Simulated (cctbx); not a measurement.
# What is wrong with this refinement?

Cell a = 9.6120 Å, b = 9.6120 Å, c = 9.6120 Å, α = 90.00°, β = 90.00°, γ = 90.00°; space group Im-3m (no. 229). The compound is Gd3Mn6Tl2.

The data are simulated with cctbx, not measured: Mo Kα, λ = 0.71073 Å, to d = 0.6 Å, 80 % of the full sphere, strongest reflection 20000 counts, noise from counting, a 1.5 % proportional error and a noise floor of 4 counts (s.d.); no absorption.

An anisotropic refinement with weights 1/σ² prints:

```text
Rint 0.018, 35 unique reflections to 1.31 A
cycle     R1     wR2    GooF  max shift (A)
   1  0.0032  0.0070   1.077   0.00039
   2  0.0027  0.0062   0.957   0.00000
final R1 0.0027 wR2 0.0062 GooF 0.957  parameters 9  data/parameter 3.9
atom        x        y        z      Ueq    occ   su(xyz)  su(Uiso or U11)
Tl1    0.25000  0.25000  0.25000   0.0097  1.000  0.00000  0.0002
Gd1    0.70275  0.00000  0.00000   0.0102  1.000  0.00004  0.0003
Mn1    0.50000  0.16513  0.16513   0.0114  1.000  0.00006  0.0006
difference map: max 0.17 min -0.10 rms 0.04
Q1    0.1434  0.1434  0.1434   16    0.18  1.77 A from Tl1
Q2    0.0000  0.0000  0.4069   12    0.10  1.05 A from Gd1
Q3    0.1167  0.3675  0.3675   48    0.06  1.21 A from Mn1
Q4    0.0000  0.0000  0.0000    2    0.02  2.86 A from Gd1
Q5    0.0000  0.0000  0.1380   12   -0.05  1.53 A from Gd1
```

Q: Accept it or mend it, and why?

Mend it. The fault: data cut at low resolution. Against the right model at the same level, R1 goes from 0.0045 to 0.0027 and GooF from 0.99 to 0.96. The atoms are right, but there are too few data for the parameters: R1 flatters and the s.u.s grow. Data per parameter fall from 27.3 to 3.9.

The compound is Gd3Mn6Tl2. The right model at the same level gives:

```text
Rint 0.026, 246 unique reflections to 0.60 A
cycle     R1     wR2    GooF  max shift (A)
   1  0.0046  0.0091   1.002   0.00004
   2  0.0045  0.0089   0.989   0.00000
final R1 0.0045 wR2 0.0089 GooF 0.989  parameters 9  data/parameter 27.3
atom        x        y        z      Ueq    occ   su(xyz)  su(Uiso or U11)
Tl1    0.25000  0.25000  0.25000   0.0098  1.000  0.00000  0.0000
Gd1    0.70272  0.00000  0.00000   0.0104  1.000  0.00001  0.0000
Mn1    0.50000  0.16510  0.16510   0.0119  1.000  0.00002  0.0001
difference map: max 0.42 min -0.35 rms 0.10
Q1    0.1025  0.1025  0.1025   16    0.45  2.33 A from Gd1
Q2    0.0000  0.2879  0.2879   24    0.43  0.64 A from Mn1
Q3    0.0441  0.0441  0.4011   48    0.41  1.16 A from Gd1
Q4    0.1409  0.3591  0.3591   48    0.33  1.39 A from Mn1
Q5    0.0000  0.0646  0.5000   24    0.33  1.86 A from Mn1
Q6    0.0000  0.1540  0.1540   24    0.33  2.02 A from Gd1
```

Isotropic U is held between 0.0001 and 1 Å² by the program, and listed peak heights are interpolated, so they can pass the grid's maximum.

The model is made up (kin elements in a known structure type, no relaxation), so it says nothing on whether the phase exists.

[Middle refinement cycles are left out of these outputs.]

[Logs are printed without paths, hosts, clocks, repeated set-up lines and the standing remarks that a program may print on its own settings, such as how far it seeks lower states.]
